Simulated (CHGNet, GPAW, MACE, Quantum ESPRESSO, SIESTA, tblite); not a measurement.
# GPAW runs on AlN(11-20)/C(110) interface (80 atoms)

Aim: run AlN(11-20)/C(110) interface (80 atoms) in GPAW and see how near its forces come to a plane-wave reference, and at what cost.

Calculated with GPAW 26.7.0; the method is named at each step.

## (1) Starting point

The cell holds 80 atoms: 16 Al, 16 N and 48 C. Its edges and angles: a = 10.741 Å, b = 5.013 Å, c = 22.270 Å, α = 90.0°, β = 90.0°, γ = 90.0°. Wurtzite AlN(11-20), 4 repeat layers, 2 surface cells, strained -0.37 and +0.63 %; diamond-structure C(110), 4 layers, 6 cells, +0.37 and -0.62 %; outer planes 1.82 Å apart, 12 Å of vacuum above; not relaxed, displaced by a Gaussian of 0.02 Å. Then every atom was moved at random, 0.03 Å r.m.s. a Cartesian component. Regions: AlN, 32 atoms (16 Al and 16 N); C, 48 atoms (48 C). Vacuum lies along c.

The yardstick, on the same geometry:

```
method                 : Kohn-Sham DFT, PBE, SSSP efficiency 1.3.0 pseudopotentials, plane waves (Quantum ESPRESSO 7.5); sssp-pbe-1.3.0-efficiency, cutoffs 60/480 Ry, Γ point
r.m.s. force component : 1.825 eV/Å
longest force          : 5.581 eV/Å
time                   : 8.6 min on 4 MPI ranks of Arm Neoverse N1, shared host
CPU time               : 34 min
```

## (2) PBE, LCAO dzp, h 0.18 Å

Method: Kohn-Sham DFT, PBE, PAW, atomic orbitals (dzp).

Input file run.py:

```python
import numpy as np
from ase.io import read
from gpaw import GPAW, FermiDirac

atoms = read("structure.xyz")
atoms.calc = GPAW(
    mode="lcao",
    basis="dzp",
    h=0.18,
    xc="PBE",
    kpts={"size": (1, 1, 1), "gamma": True},
    occupations=FermiDirac(0.05),
    maxiter=200,
    symmetry={"point_group": False},
    txt="gpaw.txt",
)
energy = atoms.get_potential_energy(force_consistent=True)
forces = atoms.get_forces()
print(f"energy {energy:.6f} eV")
print("forces (eV/A)")
for i, (a, f) in enumerate(zip(atoms, forces)):
    print(f"{i:4d} {a.symbol:2s} {f[0]:10.5f} {f[1]:10.5f} {f[2]:10.5f}")
print(f"Fermi level {atoms.calc.get_fermi_level():.4f} eV")
for k in range(len(atoms.calc.get_ibz_k_points())):
    for s in range(atoms.calc.get_number_of_spins()):
        e = atoms.calc.get_eigenvalues(kpt=k, spin=s)
        n = np.searchsorted(e, atoms.calc.get_fermi_level())
        print(f"k {k} spin {s} levels about the Fermi level:", np.round(e[max(n - 6, 0):n], 4).tolist(), "|", np.round(e[n:n + 6], 4).tolist())
```

Input file structure.xyz:

```xyz
80
Lattice="10.74060 0.00000 0.00000 0.00000 5.01320 0.00000 0.00000 0.00000 22.27049" Properties=species:S:1:pos:R:3 pbc="T T T"
Al 5.39683 0.00637 5.98141
N 3.58349 0.66921 6.01593
Al 3.52925 2.55397 5.98675
N 5.42604 3.05820 5.99076
Al 2.71103 0.02667 7.57553
N 0.86934 0.65297 7.57375
Al 0.91016 2.51798 7.58778
N 2.61609 3.12342 7.53878
Al 5.35269 0.08161 9.09438
N 3.55020 0.63076 9.16587
Al 3.53312 2.49577 9.14426
N 5.36880 3.16102 9.18524
Al 2.64788 0.03364 10.70787
N 0.88911 0.58354 10.68070
Al 0.91854 2.45045 10.67692
N 2.70352 3.11716 10.63394
Al 10.72825 0.00045 6.01081
N 8.95476 0.61347 6.06915
Al 9.00245 2.50464 5.97406
N 0.00977 3.03855 5.96738
Al 8.11130 0.02015 7.53990
N 6.25296 0.63036 7.60114
Al 6.25243 2.47722 7.58911
N 8.09766 3.07334 7.57664
Al 10.73308 0.01088 9.12756
N 8.99643 0.59868 9.09972
Al 8.96883 2.49587 9.11331
N 10.70612 3.06477 9.04316
Al 8.05266 0.04778 10.67603
N 6.31569 0.62023 10.68382
Al 6.21011 2.53703 10.63215
N 7.99552 3.06226 10.65932
C 4.59128 1.37517 12.52247
C 1.98143 0.10859 12.47303
C 2.81876 0.16067 13.72953
C 3.70690 1.40465 13.81773
C 4.63264 1.41743 14.97245
C 1.97573 0.15506 15.01699
C 2.78933 0.16859 16.28218
C 3.76866 1.44009 16.28040
C 4.66110 3.92168 12.47415
C 1.95039 2.65093 12.50867
C 2.85539 2.66196 13.66250
C 3.70067 3.94464 13.77697
C 4.64864 3.94870 15.01053
C 1.97552 2.68031 14.96376
C 2.89223 2.58932 16.30556
C 3.73859 3.93301 16.29732
C 1.06676 1.39893 12.50399
C 9.13295 0.18383 12.42961
C 10.02989 0.17942 13.69702
C 0.13555 1.40219 13.84534
C 1.03700 1.41548 15.03748
C 9.07753 0.19973 15.02100
C 10.03784 0.15180 16.30222
C 0.16315 1.42059 16.30779
[... 20 atom lines left out ...]
C 8.22698 3.96499 15.06487
C 5.53205 2.60160 15.03882
C 6.41235 2.65349 16.37104
C 7.31907 3.88498 16.23630
```

Started as:

```sh
OMP_NUM_THREADS=1 python run.py > output.txt
```

The log of the run:

```text
energy -583.841165 eV
forces (eV/A)
   0 Al   -1.43930   -1.08940    1.00709
   1 N     0.49898   -0.01463   -0.44759
   2 Al    2.04960   -0.88902    0.64832
   3 N    -1.02598    1.52560   -0.58066
   4 Al   -0.58356    0.21486   -0.96065
   5 N     1.22812   -0.92432   -0.41965
   6 Al   -1.40079   -0.17298   -1.82467
   7 N     1.42688    0.61265    0.49537
   8 Al   -0.22330   -1.33940    1.31074
   9 N     0.49998   -0.44759   -0.08496
  10 Al    1.17897    0.33013   -0.64625
  11 N    -1.27612   -0.04376   -1.84084
  12 Al    1.51662   -0.99109   -0.98050
  13 N    -1.39486    1.95308   -2.12752
  14 Al   -1.72179    1.99732   -2.02540
  15 N    -1.06845   -0.29093    1.31393
  16 Al   -0.86172   -1.44549    0.78514
  17 N     0.48023    0.87008   -2.04710
  18 Al    0.31162   -1.11670    1.30965
  19 N     0.77967    1.90473   -0.62870
  20 Al   -0.93248   -0.76895    0.45378
  21 N     1.01549   -0.65774   -1.02429
  22 Al    0.30198    1.51379   -0.66146
  23 N    -1.41998    0.69831   -0.76129
[...]
72 C     4.34939   -0.43074    1.50673
  73 C    -3.54685   -0.00824   -0.05102
  74 C     0.07246    0.62439    1.56479
  75 C    -0.93336   -0.31742   -1.61251
  76 C     1.76701   -3.10774   -0.00705
  77 C    -1.00603    3.55549    0.40352
  78 C     4.03290    0.28076   -2.36572
  79 C    -4.57459    1.39257    0.23598
Fermi level 2.5480 eV
k 0 spin 0 levels about the Fermi level: [2.0441, 2.1336, 2.2819, 2.3877, 2.4289, 2.5391] | [2.5677, 2.634, 2.7256, 2.8937, 2.9923, 3.0589]
```

gpaw.txt:

```text
Input parameters:
  mode=LCAO(),
  basis={'default': 'dzp'},
  h=0.18,
  kpts=MonkhorstPack(size=(1, 1, 1), gamma=True),
  maxiter=200,
  occupations=Occupations(name='fermi-dirac', width=0.05, fixmagmom=False),
  symmetry=Symmetry(point_group=False),
  xc=XC(name='PBE')
Unit cell  # Å
| periodic |         x |        y |         z |   lengths |    angles |
|----------|-----------|----------|-----------|-----------|-----------|
|      yes | 10.740600 | 0.000000 |  0.000000 | 10.740600 | 90.000000 |
|      yes |  0.000000 | 5.013200 |  0.000000 |  5.013200 | 90.000000 |
|      yes |  0.000000 | 0.000000 | 22.270490 | 22.270490 | 90.000000 |
Number of symmetries: 1
Symmetry operations  # r_c * U_cc + t_c -> r_c
|   | kind |            matrix            |
|---|------|------------------------------|
| 0 |  E   |  1, 0, 0,  0, 1, 0,  0, 0, 1 |
BZ-sampling:
  Number of BZ points: 1
  Number of IBZ points: 1
  Monkhorst-Pack size: [1, 1, 1]
  Monkhorst-Pack shift: [0, 0, 0]
[... lines left out ...]
  Fermi-Dirac:
[... lines left out ...]
    Stencil: 6*3+1=19 point O(h^6) finite-difference Laplacian
xc functional:
  name: PBE with 2 nearest neighbor stencil
interpolation: tri-quintic # 5. degree polynomial
Initialization done in: 16.488 s
convergence criteria:
- Maximum [total energy] change in last 3 cyles: 0.0005 eV / valence electron
- Maximum integral of absolute [dens]ity change: 0.0001 electrons / valence electron
- Maximum integral of absolute [eigenst]ate change: 4e-08 eV^2 / valence electron
maximum number of iterations: 200
SCF iterations
|iter     |      energy | eigst |  dens |
|---------|-------------|-------|-------|
|iter:   1| -613.623164 |      c|       |
|iter:   2| -605.318081 |      c| -0.76 |
|iter:   3| -911.115524 |      c| -0.80 |
|iter:   4| -684.435718 |      c| -0.57 |
[...]
|iter:  15| -583.746166 |      c| -1.93 |
|iter:  16| -583.874449 |      c| -2.31 |
|iter:  17| -583.732893c|      c| -2.11 |
|iter:  18| -583.727828c|      c| -2.57 |
|iter:  19| -583.734041c|      c| -2.72 |
[...]
|iter:  27| -583.720510c|      c| -3.95 |
|iter:  28| -583.720455c|      c| -3.88 |
|iter:  29| -583.720424c|      c| -4.34c|
Converged in 29 steps
SCF loop duration: 785.726 s (27.094 s/step)
Energy contributions relative to reference atoms: (reference = -178688.465849)
Energy contributions:
  Kinetic:         509.154898
  Coulomb:        -447.302909
  Zero:              6.995750
  External:          0.000000
  Xc:             -652.447421
  Entropy:          -0.241482
  Spinorbit:         0.000000
  ----------------------------
  Free energy:    -583.841165
  Extrapolated:   -583.720424
dipole moment: (-30.007781, -167.787840, -1.111100)  # |e|*Ang
Fermi level: 2.548
Eigenvalues  # (at kpt = [0.000, 0.000, 0.000])
| band index |      eig [eV] | occ [0-2] |
|------------|---------------|-----------|
|          0 |       -18.473 |     2.000 |
|        ... |               |           |
|        152 |         1.846 |     2.000 |
|        153 |         1.977 |     2.000 |
[...]
|        167 |         3.226 |     0.000 |
|        ... |               |           |
|        195 |         8.721 |     0.000 |
Gap: 0.029 eV
Transition (v -> c):
  (s=0, k=0, n=159, [0.00, 0.00, 0.00]) -> (s=0, k=0, n=160, [0.00, 0.00, 0.00])
No difference between direct/indirect transitions
Force computation time: 73.774  # s
timing:  # [seconds]
  Total:  876.049  # ━━━━━━━━━━━━━━━━━━━━━━━━━━━━━━━━━━━━━━━━━━━━━━━━━━━━━━━━
  Init:    16.487  # ━
  SCF:    785.726  # ━━━━━━━━━━━━━━━━━━━━━━━━━━━━━━━━━━━━━━━━━━━━━━━━━━
  Forces:  73.774  # ━━━━╸
```

It took 15 min on 1 thread of Arm Neoverse N1, shared host; peak memory 1.4 GiB.

Banners, paths, timers and routine set-up lines are dropped from the logs unmarked, and long logs keep their key lines alone; longer cuts are marked.

Compared with the plane-wave run:

| Item | Value |
| --- | --- |
| r.m.s. force component | 1.793 eV/Å |
| r.m.s. difference of force components | 135 meV/Å |
| longest difference of force vectors | 476.1 meV/Å |
| force difference over r.m.s. force | 7.399 % |
| slope of forces against the reference's | 0.9803 |
| correlation of force components | 0.9974 |

Length of the force difference by element (eV/Å):

```tsv
element	atoms	mean	most
Al	16	0.19	0.37
C	48	0.21	0.44
N	16	0.21	0.48
```

A closer look about Al29, which has 6 bonded neighbours where the commonest count for Al is 4: 9 atoms, nearest first, numbered in the order of the input, with positions taken from that point.

```tsv
atom	x	y	z	distance (Å)	bonds	Fx	Fy	Fz (eV/Å)
Al29	0.00	0.00	0.00	0.00	6	1.49	-0.40	-1.05
N30	-1.74	0.57	0.01	1.83	3	-1.50	-0.97	1.34
N26	0.94	0.55	-1.58	1.92	4	-1.38	0.12	0.92
N32	-0.06	-2.00	-0.02	2.00	3	0.14	1.78	-0.59
C50	1.08	0.14	1.75	2.06	4	-4.38	0.42	0.35
C73	0.15	-1.18	1.82	2.18	4	4.35	-0.43	1.51
C65	0.13	1.38	1.86	2.32	4	4.29	-1.54	1.41
N32	-0.06	3.01	-0.02	3.02	3	0.14	1.78	-0.59
Al27	0.92	2.45	-1.56	3.05	4	-0.03	-0.29	0.31
```

Atoms are counted from 1 here, from 0 in the log.

Forces lie 7.4 % from the reference's, at 0.43 times its CPU time (on 1 against 4 cores).

## (3) PBE, LCAO dzp, h 0.15 Å

Method: Kohn-Sham DFT, PBE, PAW, atomic orbitals (dzp).

run.py, as its differences from that of step 2:

```diff
@@ -3,2 +3,3 @@
 from gpaw import GPAW, FermiDirac
+from ase.parallel import parprint as print
 
@@ -8,3 +9,3 @@
     basis="dzp",
-    h=0.18,
+    h=0.15,
     xc="PBE",
```

structure.xyz is that of step 2.

Started as:

```sh
OMP_NUM_THREADS=1 mpirun -np 2 gpaw python run.py > output.txt
```

The log of the run:

```text
energy -586.446339 eV
forces (eV/A)
   0 Al   -1.44208   -1.09095    1.00922
   1 N     0.48479   -0.04443   -0.44154
   2 Al    2.05548   -0.90338    0.64868
   3 N    -0.98154    1.53885   -0.60584
   4 Al   -0.58034    0.21677   -0.96299
   5 N     1.15828   -0.96132   -0.35692
   6 Al   -1.40293   -0.17023   -1.82631
   7 N     1.37535    0.59339    0.51763
   8 Al   -0.21658   -1.41165    1.31320
   9 N     0.44921   -0.47017   -0.10967
  10 Al    1.17657    0.37969   -0.64423
  11 N    -1.28568   -0.07946   -1.78413
  12 Al    1.51763   -0.99876   -0.97843
  13 N    -1.36449    1.99514   -2.08092
  14 Al   -1.71924    2.03692   -2.02828
  15 N    -1.03388   -0.27961    1.32384
  16 Al   -0.86107   -1.44303    0.78534
  17 N     0.50495    0.93660   -2.08480
  18 Al    0.31478   -1.11357    1.31124
  19 N     0.75615    1.93131   -0.55351
  20 Al   -0.92986   -0.76469    0.45361
  21 N     1.02772   -0.64414   -1.01767
  22 Al    0.29316    1.56580   -0.66228
  23 N    -1.31522    0.75432   -0.67458
[...]
72 C     4.34575   -0.43881    1.51949
  73 C    -3.52750   -0.02603   -0.05677
  74 C     0.08212    0.60321    1.52429
  75 C    -0.91872   -0.32487   -1.63764
  76 C     1.77051   -3.07270   -0.01091
  77 C    -1.01053    3.54937    0.40887
  78 C     4.02271    0.25826   -2.34946
  79 C    -4.56654    1.40055    0.22151
Fermi level 2.5469 eV
k 0 spin 0 levels about the Fermi level: [2.0432, 2.1327, 2.2807, 2.3867, 2.4278, 2.538] | [2.5667, 2.6327, 2.7243, 2.8925, 2.9912, 3.058]
```

gpaw.txt:

```text
Input parameters:
  mode=LCAO(),
  basis={'default': 'dzp'},
  h=0.15,
  kpts=MonkhorstPack(size=(1, 1, 1), gamma=True),
  maxiter=200,
  occupations=Occupations(name='fermi-dirac', width=0.05, fixmagmom=False),
  symmetry=Symmetry(point_group=False),
  xc=XC(name='PBE')
Unit cell  # Å
| periodic |         x |        y |         z |   lengths |    angles |
[... lines left out ...]
  Fermi-Dirac:
[... lines left out ...]
convergence criteria:
- Maximum [total energy] change in last 3 cyles: 0.0005 eV / valence electron
[... lines left out ...]
Converged in 29 steps
[... lines left out ...]
  Free energy:    -586.446339
  Extrapolated:   -586.325567
dipole moment: (-29.986159, -167.636658, -1.112944)  # |e|*Ang
Fermi level: 2.547
Eigenvalues  # (at kpt = [0.000, 0.000, 0.000])
| band index |      eig [eV] | occ [0-2] |
|------------|---------------|-----------|
|          0 |       -18.470 |     2.000 |
|        ... |               |           |
|        152 |         1.846 |     2.000 |
|        153 |         1.976 |     2.000 |
[...]
|        167 |         3.225 |     0.000 |
|        ... |               |           |
|        195 |         8.721 |     0.000 |
Gap: 0.029 eV
Transition (v -> c):
  (s=0, k=0, n=159, [0.00, 0.00, 0.00]) -> (s=0, k=0, n=160, [0.00, 0.00, 0.00])
No difference between direct/indirect transitions
Force computation time: 58.191  # s
timing:  # [seconds]
  Total:  695.362  # ━━━━━━━━━━━━━━━━━━━━━━━━━━━━━━━━━━━━━━━━━━━━━━━━━━━━━━━━
  Init:    11.390  # ━
  SCF:    625.772  # ━━━━━━━━━━━━━━━━━━━━━━━━━━━━━━━━━━━━━━━━━━━━━━━━━━╸
  Forces:  58.191  # ━━━━╸
```

It took 12 min on 2 MPI ranks; peak memory 2.5 GiB; 23 min of CPU time.

Numbers from this run, and their distance from the reference:

| Item | Value |
| --- | --- |
| r.m.s. force component | 1.792 eV/Å |
| r.m.s. difference of force components | 132.3 meV/Å |
| longest difference of force vectors | 446.5 meV/Å |
| force difference over r.m.s. force | 7.252 % |
| slope of forces against the reference's | 0.9797 |
| correlation of force components | 0.9975 |
| energy less the same-level run's | -32.56 meV/atom |
| r.m.s. force difference from the same-level run | 22.92 meV/Å |

Against the first run (7.4 %), the force difference from the reference is 7.3 %, at 1.6 times the CPU time (on 2 against 1 cores): the change moves forces by 23 meV/Å r.m.s., so most of the difference comes from elsewhere.

## (4) PBE, LCAO dzp, h 0.18 Å, other mixer settings

Method: Kohn-Sham DFT, PBE, PAW, atomic orbitals (dzp).

run.py, as its differences from that of step 3:

```diff
@@ -2,3 +2,3 @@
 from ase.io import read
-from gpaw import GPAW, FermiDirac
+from gpaw import GPAW, FermiDirac, Mixer
 from ase.parallel import parprint as print
@@ -9,3 +9,3 @@
     basis="dzp",
-    h=0.15,
+    h=0.18,
     xc="PBE",
@@ -13,2 +13,3 @@
     occupations=FermiDirac(0.05),
+    mixer=Mixer(0.03, 7, 100),
     maxiter=200,
```

structure.xyz is that of step 3.

The log of the run:

```text
energy -583.841162 eV
forces (eV/A)
   0 Al   -1.44135   -1.09070    1.00972
   1 N     0.49963   -0.01536   -0.45067
   2 Al    2.05181   -0.89050    0.65115
   3 N    -1.02733    1.52683   -0.58235
   4 Al   -0.58325    0.21528   -0.96044
   5 N     1.22789   -0.92506   -0.42299
[...]
77 C    -1.00583    3.55630    0.40396
  78 C     4.02562    0.28033   -2.35763
  79 C    -4.58028    1.39192    0.22577
Fermi level 2.5482 eV
k 0 spin 0 levels about the Fermi level: [2.0443, 2.1339, 2.2821, 2.3879, 2.4291, 2.5393] | [2.5678, 2.6343, 2.7257, 2.8939, 2.9926, 3.0591]
```

gpaw.txt:

```text
Input parameters:
  mode=LCAO(),
  basis={'default': 'dzp'},
  h=0.18,
  kpts=MonkhorstPack(size=(1, 1, 1), gamma=True),
  maxiter=200,
[... lines left out ...]
  occupations=Occupations(name='fermi-dirac', width=0.05, fixmagmom=False),
[... lines left out ...]
  Fermi-Dirac:
[... lines left out ...]
convergence criteria:
- Maximum [total energy] change in last 3 cyles: 0.0005 eV / valence electron
[... lines left out ...]
Converged in 34 steps
[... lines left out ...]
  Free energy:    -583.841162
[... lines left out ...]
Fermi level: 2.548
[... lines left out ...]
|        ... |               |           |
|        152 |         1.846 |     2.000 |
|        153 |         1.978 |     2.000 |
[...]
|        167 |         3.226 |     0.000 |
|        ... |               |           |
|        195 |         8.722 |     0.000 |
Gap: 0.029 eV
Transition (v -> c):
  (s=0, k=0, n=159, [0.00, 0.00, 0.00]) -> (s=0, k=0, n=160, [0.00, 0.00, 0.00])
No difference between direct/indirect transitions
Force computation time: 39.561  # s
```

Wall time 8.9 min (2 MPI ranks); peak memory 1.6 GiB.

Compared with the plane-wave run:

```yaml
r_m_s_force_component: 1.794 eV/Å
r_m_s_difference_of_force_components: 134.6 meV/Å
longest_difference_of_force_vectors: 478 meV/Å
force_difference_over_r_m_s_force: 7.377 %
slope_of_forces_against_the_reference_s: 0.9805
correlation_of_force_components: 0.9974
energy_less_the_same_level_run_s: 0 meV/atom
r_m_s_force_difference_from_the_same_level_run: 3.051 meV/Å
```

Against the first run (7.4 %), the force difference from the reference is 7.4 %, at 1.2 times the CPU time (on 2 against 1 cores): another solver or mixer reaches the same state.

## (5) Side by side

Differences are against the plane-wave reference, forces as r.m.s. over components; share is that over the reference's r.m.s. force, slope the least-squares factor from reference forces to these. Total energies of different programs have different zeros and aren't compared.

```tsv
run	Δ force, r.m.s. (meV/Å)	share (%)	slope	cores	CPU time	memory (GiB)
reference	-	-	-	4	34 min	3.5
GPAW PBE, LCAO dzp, h 0.18 Å	135	7.40	0.980	1	15 min	1.4
GPAW PBE, LCAO dzp, h 0.15 Å	132	7.25	0.980	2	23 min	2.5
GPAW PBE, LCAO dzp, h 0.18 Å, other mixer settings	135	7.38	0.981	2	18 min	1.6
```

CPU time is summed over cores on a shared host, where runs went side by side, so it is rough. Symmetry, cutoffs, thresholds, outputs and thread counts weren't matched or tuned between programs; memory under MPI is the largest rank's times the ranks.

Within one program, basis, potentials and functional, energies share a zero. Each run against its twin at the usual cutoff or grid and solver:

```tsv
run	twin	Δ energy (meV/atom)	Δ force, r.m.s. (meV/Å)	CPU time over the twin's
GPAW PBE, LCAO dzp, h 0.15 Å	LCAO dzp, h 0.18 Å	-32.6	22.9	1.6 (this twin ran on 1 cores)
GPAW PBE, LCAO dzp, h 0.18 Å, other mixer settings	LCAO dzp, h 0.18 Å	0	3.05	1.2 (this twin ran on 1 cores)
```

## (6) Summary of results

```
nearest in forces : GPAW PBE, LCAO dzp, h 0.15 Å, 7.3 %
its CPU time      : 23 min
```

In words: The PBE runs in local orbitals differ by 7.3 % (GPAW PBE, LCAO dzp, h 0.15 Å) to 7.4 % (GPAW PBE, LCAO dzp, h 0.18 Å); basis, grid and potentials can all enter. One electronic-structure run takes under half the reference's CPU time: GPAW PBE, LCAO dzp, h 0.18 Å, at 7.4 % in 15 min against 34 min. The cell is under 6 Å thick along one periodic direction, so every atom has periodic images of itself close by, which move with it and show among its neighbours and in g(r). The host structure and its lattice constant were typed by rule, without a check against the phase diagram. The runs have no spin polarisation, so any moments at edges, vacancies or dangling bonds can't form. The electronic-structure runs sample only Γ, in a cell whose shortest periodic width is 5 Å, which is coarse for a cell with partly filled levels.

[Also dropped from logs without a mark: logging warnings of Python, and SIESTA's first energy breakdown and zero terms.]

[Logs are printed without paths, hosts, clocks, repeated set-up lines and the standing remarks that a program may print on its own settings, such as how far it seeks lower states.]

[Hosts, paths, dates, database ids (printed as entryN), source tags and the programs' standing remarks are cut or masked in the printed files.]
